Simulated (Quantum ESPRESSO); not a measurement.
# Carrying a functional's shift from two faces of Al to a third

How the rows were computed: Quantum ESPRESSO 7.5 (pw.x, pp.x), GBRV ultrasoft files, cold smearing of 0.02 Ry; slabs at the tabulated lattice constant, relaxed under PBE by Ansatz 0.2.0; both functionals on the same atoms. Work functions in eV.

```
 face  area an atom (Å²)    PBE       LDA
(111)               7.10  4.103     4.274
(100)               8.20  4.223     4.377
(110)              11.60  4.028  withheld
```

One more run was made and is withheld. What does LDA give for (110)?

By hand: The shifts from PBE are 4.274 − 4.103 = +0.171 eV and 4.377 − 4.223 = +0.154 eV, +0.163 eV in the mean. A rigid shift gives 4.028 + (+0.163) = 4.191 eV.

What the calculation gave: 4.201 eV; the estimate misses by −0.010 eV. The shift is rigid within 0.03 eV, so differences between faces carry over. The measured value for this face is 4.23 eV (“Properties of real metallic surfaces: Effects of density functional semilocality and van der Waals nonlocality” (2017, arxiv:1702.08515)): PBE is off by −0.20 eV and LDA by −0.03 eV; other measurements of a face can differ by 0.1 to 0.2 eV.

Caveats: Thin, unreconstructed slabs; thickness and mesh leave some 0.05 to 0.1 eV open, which largely cancels in the shift.

[Logs are printed without paths, hosts, clocks, repeated set-up lines and the standing remarks that a program may print on its own settings, such as how far it seeks lower states.]
